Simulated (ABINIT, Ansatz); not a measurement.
# Calculated records

### Quasiparticle gap of CsCaBr3 (Pm-3m) in ABINIT

It takes space group Pm-3m (No. 221, cubic). Conventional cell: a = 5.709 Å, b = 5.709 Å, c = 5.709 Å, α = 90.00°, β = 90.00°, γ = 90.00°. Cs has 12 Br at 4.04 Å nearest. Nearest to Ca lie 6 Br at 2.85 Å. Nearest to Br lie 2 Ca at 2.85 Å and 4 Cs at 4.04 Å. Farther neighbours, and contacts between anions beyond the nearest, are not listed.

```
method               : RPA screening on LDA, plane waves, norm-conserving pseudopotentials (and 2 further levels or steps)
program              : ABINIT 10.8.3
settings             : cutoff 30 Ha, PseudoDojo scalar-relativistic 0.4.1 standard, norm-conserving, ngkpt (2, 2, 2), nband 575, ecuteps 8 Ha, inclvkb 2, shiftk (0, 0, 0), symchi 1, awtr 1, frequency ppm, 2×2×2 k-mesh
cost                 : 4 runs, 30 min in all on 4 MPI ranks of Arm Neoverse V1, shared host
notes                : The cell and positions are those that the Materials Project relaxed with its own functionals (PBE, PBE+U or r2SCAN), kept fixed. Limits: no spin-orbit coupling. The 2×2×2 mesh is coarse for this cell, which bears on the long-range parts of exchange and screening.
LDA gap              : 4.08 eV, indirect
G0W0 gap on the mesh : 6.46 eV
GW settings          : 2×2×2 mesh, 575 bands, screening to 217.7 eV, Godby-Needs plasmon pole
known limits         : short of the basis limit; no spin-orbit coupling; coarse k mesh
```

G0W0 moves the gap on the mesh from 4.08 eV to 6.46 eV (+2.38 eV), with Z of 0.80 and 0.85 at the edges. Local fields lower the RPA ε∞ on this mesh from 3.78 to 3.20; a Γ-centred mesh this coarse tends to raise both, most where the direct gap is narrow, while a short band sum lowers them.

[Long decimals in the printed logs are rounded to 6 places.]

[Logs are printed without paths, hosts, clocks, repeated set-up lines and the standing remarks that a program may print on its own settings, such as how far it seeks lower states.]

[Paths, hosts, dates, memory and timing lines, banners, echoed tables and standing remarks are left out of the program output; an Ansatz launch command may be rebuilt from the run's recorded settings. Measured values are a selection of at most five: reports struck by readers or far from the other reports are left out. None is set beside runs whose start may be inverted or whose files or cutoffs have a known fault.]

[Runs of the session that timed out or met a known fault of the program may be left out.]

[Hosts, paths, dates, database ids (printed as entryN), source tags and the programs' standing remarks are cut or masked in the printed files.]

[G0W0 gaps are taken among the corrected bands and points alone; a level outside them can change the order at an edge.]

[Where Ansatz stands beside ABINIT at settings called matched, ABINIT's density can come from a denser mesh and the files from another edition; pairs whose starting gaps differed by over 0.03 eV were left out, so agreement reads better than it is.]
